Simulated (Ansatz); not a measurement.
# The 1T-HfSeTe bilayer (AA) between two gates, part 2 of 4

Aim: charge, voltage and capacitance of the 1T-HfSeTe bilayer (AA) in a field-effect set-up.

Ansatz 0.2.0; plane-wave DFT, r2SCAN-D4, Ansatz PAW (the session's first sound run).

So far. Step 2 (Relaxation): The lattice constant a goes from 3.865 to 3.877 Å.

## (3) Gated layer, added electrons 0

The slab is cut off from its images along the normal. A charged sheet stands for each gate, the layer takes the opposite charge, and a barrier ahead of the sheet keeps electrons from leaking to it. The uncharged case sets the zero; a dense mesh is needed because few carriers fill a small part of the zone.

The cell differs from the one that the last finished run ended in (c 52.001 → 50.394 Å).

File input.yaml:

```yaml
crystal:
  lattice:
    - [3.8774160664, 0.0, 0.0]
    - [-1.9387080332, 3.3579408146, 0.0]
    - [0.0, 0.0, 50.3938677351]
  atoms:
    - { symbol: Te, position: [0.6666666667, 0.3333333333, 0.4018346063] }
    - { symbol: Hf, position: [0.0, 0.0, 0.438065861] }
    - { symbol: Se, position: [0.3333333333, 0.6666666667, 0.4669786603] }
    - { symbol: Te, position: [0.6666666667, 0.3333333333, 0.5330379613] }
    - { symbol: Hf, position: [0.0, 0.0, 0.5692574841] }
    - { symbol: Se, position: [0.3333333333, 0.6666666667, 0.5981653937] }
  periodic: [true, true, false]
  symmetry: { detect: true }
kpoints:
  mp_grid: { grid: [30, 30, 1] }
  band_path:
    path: [[0, 0, 0], [0.5, 0, 0], [0.33333333, 0.33333333, 0], [0, 0, 0]]
    npoints: 16
hamiltonian:
  xc: r2scan
  dispersion: d4
scf:
  occupations: { method: fermi_dirac, width: 0.05 }
  convergence: { dr2_threshold: 1.0e-10 }
output:
  forces: true
  eigenvalues: true
  dos: { projected: true, e_range: [-3, 3], de: 0.01 }
  write_potential: true
  write_density: true
  volumetric_format: npy
  elf: true
external_charges:
  - { charge: 0, barrier: 10, axis: 3, height: 33.144, sigma: 0.25 }
  - { charge: 0, barrier: 10, axis: 3, height: 17.25, sigma: 0.25 }
```

Command:

```
$ ansatz run input.yaml --threads 8 --pin off --max-ram 12288MiB --backend cpu --events-out ev --progress --plain --runs-dir out
```

Numbers of over 12 decimals in the logs are rounded to 6 here.

The program printed:

```text
[...]
Crystal: 6 atoms, lattice volume = 656.135 Å³
Basis set: ecut = 500 eV, 16581 PW (Γ), exchange–correlation on 120×120×1500 points (64 copies of the dense FFT grid, shifted against one another)
Bands: 70, of which v1, the nominal top of the filled ones, is band 58 counted from 1 (57 counted from 0)
Symmetry: 6 space group operations
[...]
k-points: 91 of 900 (time reversal used)
[...]
SCF iter   1: F=—  HF=-56420.067755 eV  |F-HF|=—  |Δ(HF+E_count)|=         —  Δρ=3.10e-3  dr2=3.30e-1  dr2_τ=9.00e-2  ethr=1.77e-3  ⟨swp⟩=14.1  Hψ=40452  notcnv=0  defer=179
[...]
SCF iter  17: F=-56420.069052 eV  HF=-56420.069052 eV  |F-HF|=1.57e-9  |Δ(HF+E_count)|=  1.89e-10  Δρ=3.27e-8  dr2=4.76e-11  dr2_τ=3.28e-13  ethr=1.00e-12  ⟨swp⟩=23.6  Hψ=57001  notcnv=0
SCF 1 converged in 17 iterations: F = -56420.069052 eV  dr2 = 4.76e-11
[...]
NSCF: frozen V_eff on 49 k-points
[...]
SCF converged after 17 iterations
Free energy (F): -56420.069052 eV
[...]
Internal energy: -56420.067440 eV  (E = F + TS)
E sigma→0 (E₀):  -56420.068246 eV
Entropy (-TS):   -0.001612 eV (-0.269 meV/atom)
Fermi energy:    -4.814775 eV
[...]
--- Forces (eV/Å), atoms and charges each counted from 1 ---
  atom   1  Te     0.00000000     0.00000000     0.04912351
  atom   2  Hf     0.00000000    -0.00000000     0.00179337
  atom   3  Se     0.00000000    -0.00000000     0.00175076
  atom   4  Te     0.00000000     0.00000000    -0.00062441
  atom   5  Hf    -0.00000000    -0.00000000    -0.00339460
  atom   6  Se     0.00000000    -0.00000000    -0.02195775
  external charge   1     0.00000000     0.00000000     0.02583918
  external charge   2     0.00000000     0.00000000    -0.05253494
  max |Σ_I F_I| component, the external charges' with the atoms': 4.90e-6 eV/Å
--- Band table (eV; the first three rows and the last of 91) ---
  k-point 0: bands = [... 54 lower, -4.9349, -4.9349, -4.8663, -4.8663, -3.8835, -3.8835, -3.8724, -3.8724, ... 8 higher]
  k-point 1: bands = [... 54 lower, -5.0780, -5.0093, -4.9979, -4.9278, -3.8487, -3.8348, -3.8187, -3.8036, ... 8 higher]
  k-point 2: bands = [... 54 lower, -5.4128, -5.3441, -5.1489, -5.0761, -3.8140, -3.8052, -3.6562, -3.6407, ... 8 higher]
  k-point 90: bands = [... 54 lower, -7.6550, -7.5551, -7.4130, -7.3192, -3.1824, -3.1445, -2.7722, -2.6385, ... 8 higher]
```

It took 4.1 min on 8 threads of Intel Xeon Platinum 8259CL at 2.50GHz (Skylake/Cascade Lake), shared host; peak memory 6.3 GiB; 31 min of CPU time.

Reading the cycles: dr2 is the Hartree energy of the density residual (eV), the measure of convergence; HF is the Harris–Foulkes estimate of the energy, which meets the free energy F at convergence.

This step gave:

```
energy at zero smearing                                                             : -56420.0682 eV
gap along the path                                                                  : 0.1941 eV
smallest direct gap along the path                                                  : 0.9828 eV
gap, the smaller of path and mesh                                                   : 0.1941 eV
potential beyond the upper barrier and gate, less the barrier, from the Fermi level : 4.844 eV
```

Running mean over a fixed 2.6 Å (it still follows the layers) of the planar mean; beyond a gate it holds the 10 eV model barrier. The electron's electrostatic potential energy less the Fermi level by z:

z (Å), electron's electrostatic potential energy less the Fermi level (eV) and a bar from the least value:
```
        4       14.8 ##############################
        6       14.8 ##############################
        8       14.8 ##############################
       10       14.8 ##############################
       12       14.8 ##############################
       14       14.8 ##############################
       16       14.3 #############################
       18        6.4 ##################
       20       -0.5 #########
       22       -6.8 
       24       -0.9 ########
       26        1.5 ###########
       28       -5.4 ##
       30       -3.9 ####
       32        4.7 ################
       34       13.2 ############################
       36       14.8 ##############################
       38       14.8 ##############################
       40       14.8 ##############################
       42       14.8 ##############################
       44       14.8 ##############################
       46       14.8 ##############################
```

The density of states has structure finer than the step of the table below, so its rows give means over 0.1 eV, whole bins alone (the curve runs from -3 to 2.14 eV). Peaks (eV: height): -2.91: 6.59, -2.74: 10.5, -2.44: 7.02, -2.02: 7.75, -1.60: 8.94, 1.06: 7.54.

The density of states by energy, zero at the Fermi level of the run, which the smearing sets inside the gap; means over each step:

energy (eV), density of states (states/eV a cell) and a bar:
```
     -2.9        3.2 ##############
     -2.8        2.2 ##########
     -2.7        4.1 ##################
     -2.6        2.6 ###########
     -2.5        4.0 ##################
     -2.4        5.5 ########################
     -2.3        4.8 #####################
     -2.2        4.9 #####################
     -2.1        5.2 #######################
     -2.0        6.6 #############################
     -1.9        5.6 #########################
     -1.8        4.6 ####################
     -1.7        5.0 ######################
     -1.6        6.8 ##############################
     -1.5        5.1 ######################
     -1.4        3.7 ################
     -1.3        3.4 ###############
     -1.2        2.7 ############
     -1.1        2.9 #############
     -1.0        1.5 #######
     -0.9        1.1 #####
     -0.8        0.9 ####
     -0.7        0.8 ####
     -0.6        0.7 ###
     -0.5        0.6 ###
     -0.4        0.6 ##
     -0.3        0.5 ##
     -0.2        0.4 ##
     -0.1        0.2 #
      0.0        0.0 
      0.1        0.0 
      0.2        1.2 #####
      0.3        2.2 ##########
      0.4        2.3 ##########
      0.5        2.5 ###########
      0.6        2.7 ############
      0.7        2.9 #############
      0.8        3.2 ##############
      0.9        3.8 #################
      1.0        6.1 ###########################
      1.1        5.6 ########################
      1.2        2.8 ############
      1.3        2.4 ###########
      1.4        2.3 ##########
      1.5        2.6 ############
      1.6        3.1 ##############
      1.7        2.6 ############
      1.8        3.4 ###############
      1.9        4.1 ##################
      2.0        4.5 ####################
```

Projected DOS per atom over height of the atomic layer and energy from the Fermi level. Layers: Te Hf Se Te Hf Se from below.

Ten even steps from '0' (0.01 states/eV) to '9' (2.13 states/eV), each cell a mean:
```
181181
150150
040050
040040
190090
060060
040040
040040
010010
000000
000000
000000
100100
200200
311411
712712
712612
813813
712712
721612
312312
311311
```
Columns: height of the atomic layer (Å) from 20.2 to 30.1 (not evenly spaced); rows upwards: energy from the Fermi level (eV) from -2.98 to 2.12.

Electronic bands along the path, in eV, zero at the Fermi level of the run, which the smearing sets inside the gap:

```
  point  band 55  band 56  band 57  band 58  band 59  band 60  band 61  band 62
      Γ    -0.12    -0.12    -0.05    -0.05     0.93     0.93     0.94     0.94
halfway    -1.67    -1.30    -1.23    -1.15     0.54     0.59     2.13     2.18
      M    -2.46    -2.02    -1.54    -1.44     0.14     0.22     2.59     2.59
halfway    -2.70    -2.48    -2.35    -2.18     0.93     1.11     2.36     2.41
      K    -2.84    -2.74    -2.60    -2.50     1.63     1.67     2.04     2.18
halfway    -1.95    -1.94    -1.59    -1.40     1.07     1.14     1.65     1.79
      Γ    -0.12    -0.12    -0.05    -0.05     0.93     0.93     0.94     0.94
```

Electrostatic potential energy in the ca plane at fractional y = 0.000, with atoms of Hf within 0.2 Å of it. With pseudopotentials it is smooth inside the atoms' cores, unlike the true potential.

Values in eV, 6 rows by 16 columns, each cell a mean:
```
 10  10  10  10   4   0  -1  -4 -31 -40 -10  -1   0  -1 -10 -40
 10  10  10  10   4   0  -2  -5 -12 -16  -5  -1  -1  -3  -6 -17
 10  10  10  10   4   0  -4 -10  -5  -5  -6  -2  -1  -8  -8  -4
 10  10  10  10   4   0  -4  -8  -5  -6  -6  -2  -1  -6  -7  -6
 10  10  10  10   4   0  -1  -4 -17 -25  -6  -1  -1  -2  -7 -25
 10  10  10  10   4   0  -1  -4 -34 -42 -11  -1   0  -1 -11 -42
```
Columns run along c (16.0 Å, from fractional 0.26 to 0.58 of the cell; values clipped at the 3rd and 97th percentile), rows up along a (3.9 Å). Atoms in or near the plane, at fractional coordinates: Hf at (0.44, 0.00), Hf at (0.57, 0.00).

ELF in the ca plane at fractional y = 0.000, with atoms of Hf within 0.2 Å of it. It is the smooth field of the valence electrons, not physical close to the nuclei.

Ten even steps from '0' (0.00) to '9' (0.83), each cell a mean:
```
00000000000000000001112899950000000001111799
00000000000000000124432478621321000123442378
00000000000000013567774212136764101367775212
00000000000000246887787421378886201687787521
00000000000001357887677633688887202787677633
00000000000000257887777522588887202687777632
00000000000000135777786311257875101577787311
00000000000000001345663245323542000245663245
00000000000000000012322699841110000012321599
00000000000000000001102899960000000000101799
```
Columns run along c (16.0 Å, from fractional 0.26 to 0.58 of the cell), rows up along a (3.9 Å). Atoms in or near the plane, at fractional coordinates: Hf at (0.44, 0.00), Hf at (0.57, 0.00).

Valence density in the ca plane at fractional y = 0.000, with atoms of Hf within 0.2 Å of it. It is the smooth field of the valence electrons, not physical close to the nuclei.

Ten steps, logarithmic in the rise over the least value, from '0' (0 e/Å³) to '9' (31 e/Å³), each cell a mean:
```
00000000000000000268974100000000000158985100
00000000000000000135642100000000000125652100
00000000000000011111211110000000011111211110
00000000000001111110011111000000111110001111
00000000000001111100001111000001111110001111
00000000000001111100001111000001111110001111
00000000000000111111111110000000111111111110
00000000000000001123321100000000001113331100
00000000000000000147863100000000000147864100
00000000000000000269984100000000000258985100
```
Columns run along c (16.0 Å, from fractional 0.29 to 0.61 of the cell), rows up along a (3.9 Å). Atoms in or near the plane, at fractional coordinates: Hf at (0.44, 0.00), Hf at (0.57, 0.00).

The gap, the smaller of path and mesh, is 0.194 eV.

## (4) Gated layer, added electrons 3×10¹³ per cm²

input.yaml, the sections that differ from step 3:

```yaml
total_charge: -0.03906
kpoints:
  mp_grid: { grid: [30, 30, 1] }
output:
  forces: true
  eigenvalues: true
  write_potential: true
  write_density: true
  volumetric_format: npy
external_charges:
  - { charge: 0, barrier: 10, axis: 3, height: 33.144, sigma: 0.25 }
  - { charge: 0.01953, axis: 3, height: 34.644, sigma: 0.42 }
  - { charge: 0, barrier: 10, axis: 3, height: 17.25, sigma: 0.25 }
  - { charge: 0.01953, axis: 3, height: 15.75, sigma: 0.42 }
# crystal, hamiltonian, scf: as in step 3
```

The program printed:

```text
[...]
Crystal: 6 atoms, lattice volume = 656.135 Å³
Basis set: ecut = 500 eV, 16581 PW (Γ), exchange–correlation on 120×120×1500 points (64 copies of the dense FFT grid, shifted against one another)
Bands: 70, of which v1, the nominal top of the filled ones, is band 58 counted from 1 (57 counted from 0)
Symmetry: 6 space group operations
[...]
k-points: 91 of 900 (time reversal used)
[...]
SCF iter   1: F=—  HF=-56420.318346 eV  |F-HF|=—  |Δ(HF+E_count)|=         —  Δρ=3.81e-3  dr2=1.02e0  dr2_τ=9.75e-2  ethr=1.77e-3  ⟨swp⟩=14.1  Hψ=39673  notcnv=0  defer=161
[...]
SCF iter  14: F=-56420.237683 eV  HF=-56420.237683 eV  |F-HF|=6.98e-10  |Δ(HF+E_count)|=  6.55e-11  Δρ=4.93e-8  dr2=9.18e-12  dr2_τ=1.38e-12  ethr=1.00e-12  ⟨swp⟩=26.3  Hψ=58418  notcnv=0
SCF 1 converged in 14 iterations: F = -56420.237683 eV  dr2 = 9.18e-12
[...]
SCF converged after 14 iterations
Free energy (F): -56420.237683 eV
[...]
Internal energy: -56420.232028 eV  (E = F + TS)
E sigma→0 (E₀):  -56420.234856 eV
Entropy (-TS):   -0.005655 eV (-0.943 meV/atom)
Fermi energy:    -3.758657 eV
[...]
--- Forces (eV/Å), atoms and charges each counted from 1 ---
  atom   1  Te     0.00000000     0.00000000     0.04542924
  atom   2  Hf     0.00000000    -0.00000000     0.01054316
  atom   3  Se     0.00000000    -0.00000000     0.00063373
  atom   4  Te     0.00000000     0.00000000     0.01894804
  atom   5  Hf     0.00000000    -0.00000000    -0.07134176
  atom   6  Se     0.00000000    -0.00000000     0.02492590
  external charge   1     0.00000000     0.00000000     0.02892333
  external charge   2     0.00000000     0.00000000    -0.00264960
  external charge   3     0.00000000     0.00000000    -0.05806482
  external charge   4     0.00000000     0.00000000     0.00264854
  max |Σ_I F_I| component, the external charges' with the atoms': 4.24e-6 eV/Å
--- Band table (eV; the first three rows and the last of 91) ---
  k-point 0: bands = [... 54 lower, -4.0094, -4.0094, -3.9404, -3.9404, -2.9494, -2.9494, -2.9381, -2.9381, ... 8 higher]
  k-point 1: bands = [... 54 lower, -4.1521, -4.0830, -4.0720, -4.0015, -2.9150, -2.9010, -2.8849, -2.8698, ... 8 higher]
  k-point 2: bands = [... 54 lower, -4.4862, -4.4176, -4.2223, -4.1491, -2.8809, -2.8724, -2.7233, -2.7076, ... 8 higher]
  k-point 90: bands = [... 54 lower, -6.7313, -6.6363, -6.5016, -6.3978, -2.2485, -2.2119, -1.8428, -1.7111, ... 8 higher]
```

The job ended after 3.1 min (8 threads; peak memory 5.8 GiB; 24 min of CPU time).

Numbers from this step:

```yaml
energy_at_zero_smearing: -56420.2349 eV
potential_beyond_the_upper_barrier_and_gate_less_the_barrier_from_the_fermi_level: 3.764 eV
```

Force by atom:

```
atom  x (eV/Å)  y (eV/Å)  z (eV/Å)    size
 Te1    0.0000    0.0000    0.0454  0.0454
 Hf2    0.0000    0.0000    0.0105  0.0105
 Se3    0.0000    0.0000    0.0006  0.0006
 Te4    0.0000    0.0000    0.0189  0.0189
 Hf5    0.0000    0.0000   -0.0713  0.0713
 Se6    0.0000    0.0000    0.0249  0.0249
```

Against the uncharged case this takes +1.06 V.

## (5) Gated layer, added electrons -3×10¹³ per cm²

Changes to input.yaml since step 4:

```diff
@@ -14,3 +14,3 @@
   symmetry: { detect: true }
-total_charge: -0.03906
+total_charge: 0.03906
 kpoints:
@@ -31,4 +31,4 @@
   - { charge: 0, barrier: 10, axis: 3, height: 33.144, sigma: 0.25 }
-  - { charge: 0.01953, axis: 3, height: 34.644, sigma: 0.42 }
+  - { charge: -0.01953, axis: 3, height: 34.644, sigma: 0.42 }
   - { charge: 0, barrier: 10, axis: 3, height: 17.25, sigma: 0.25 }
-  - { charge: 0.01953, axis: 3, height: 15.75, sigma: 0.42 }
+  - { charge: -0.01953, axis: 3, height: 15.75, sigma: 0.42 }
```

The program printed:

```text
[...]
Crystal: 6 atoms, lattice volume = 656.135 Å³
Basis set: ecut = 500 eV, 16581 PW (Γ), exchange–correlation on 120×120×1500 points (64 copies of the dense FFT grid, shifted against one another)
Bands: 70, of which v1, the nominal top of the filled ones, is band 58 counted from 1 (57 counted from 0)
Symmetry: 6 space group operations
[...]
k-points: 91 of 900 (time reversal used)
[...]
--- Band table (eV; the first three rows and the last of 91) ---
  k-point 0: bands = [... 54 lower, -5.8756, -5.8756, -5.8069, -5.8069, -4.8249, -4.8249, -4.8064, -4.8064, ... 8 higher]
  k-point 1: bands = [... 54 lower, -6.0186, -5.9498, -5.9387, -5.8683, -4.7895, -4.7692, -4.7593, -4.7384, ... 8 higher]
  k-point 2: bands = [... 54 lower, -6.3532, -6.2846, -6.0897, -6.0167, -4.7556, -4.7378, -4.5965, -4.5757, ... 8 higher]
  k-point 90: bands = [... 54 lower, -8.5918, -8.4772, -8.3451, -8.2478, -4.1227, -4.0753, -3.7055, -3.5717, ... 8 higher]
[key lines of the parts left out:]
SCF converged after 14 iterations
Free energy (F): -56419.859208 eV
Fermi energy:    -5.931229 eV
```

Elapsed: 3.4 min, on 8 threads; peak memory 6 GiB; 26 min of CPU time.

Against the uncharged case this takes -1.12 V.

## (6) Gated layer, added electrons 8×10¹³ per cm²

Changes to input.yaml since step 5:

```diff
@@ -14,3 +14,3 @@
   symmetry: { detect: true }
-total_charge: 0.03906
+total_charge: -0.104162
 kpoints:
@@ -31,4 +31,4 @@
   - { charge: 0, barrier: 10, axis: 3, height: 33.144, sigma: 0.25 }
-  - { charge: -0.01953, axis: 3, height: 34.644, sigma: 0.42 }
+  - { charge: 0.052081, axis: 3, height: 34.644, sigma: 0.42 }
   - { charge: 0, barrier: 10, axis: 3, height: 17.25, sigma: 0.25 }
-  - { charge: -0.01953, axis: 3, height: 15.75, sigma: 0.42 }
+  - { charge: 0.052081, axis: 3, height: 15.75, sigma: 0.42 }
```

The program printed:

```text
[...]
Crystal: 6 atoms, lattice volume = 656.135 Å³
Basis set: ecut = 500 eV, 16581 PW (Γ), exchange–correlation on 120×120×1500 points (64 copies of the dense FFT grid, shifted against one another)
Bands: 70, of which v1, the nominal top of the filled ones, is band 58 counted from 1 (57 counted from 0)
Symmetry: 6 space group operations
[...]
k-points: 91 of 900 (time reversal used)
[...]
--- Band table (eV; the first three rows and the last of 91) ---
  k-point 0: bands = [... 54 lower, -2.4857, -2.4857, -2.4093, -2.4093, -1.4081, -1.4081, -1.3914, -1.3914, ... 8 higher]
  k-point 1: bands = [... 54 lower, -2.6273, -2.5512, -2.5473, -2.4697, -1.3743, -1.3556, -1.3442, -1.3243, ... 8 higher]
  k-point 2: bands = [... 54 lower, -2.9602, -2.8854, -2.6960, -2.6162, -1.3420, -1.3281, -1.1844, -1.1631, ... 8 higher]
  k-point 90: bands = [... 54 lower, -5.2055, -5.1153, -5.0137, -4.8619, -0.7069, -0.6689, -0.3081, -0.1786, ... 8 higher]
[key lines of the parts left out:]
SCF converged after 15 iterations
Free energy (F): -56420.438654 eV
Fermi energy:    -2.157649 eV
```

Elapsed: 3.3 min, on 8 threads; peak memory 5.8 GiB; 25 min of CPU time.

Against the uncharged case this takes +2.66 V.

[end of part 2 of 4]

[Logs are printed without paths, hosts, clocks, repeated set-up lines and the standing remarks that a program may print on its own settings, such as how far it seeks lower states.]

[Hosts, paths, dates, database ids (printed as entryN), source tags and the programs' standing remarks are cut or masked in the printed files.]

[Maps of the electrostatic potential energy from Ansatz leave out the sawtooth potential of an applied field or a dipole correction, so their vacuum need not be flat; planar profiles and work functions include it.]
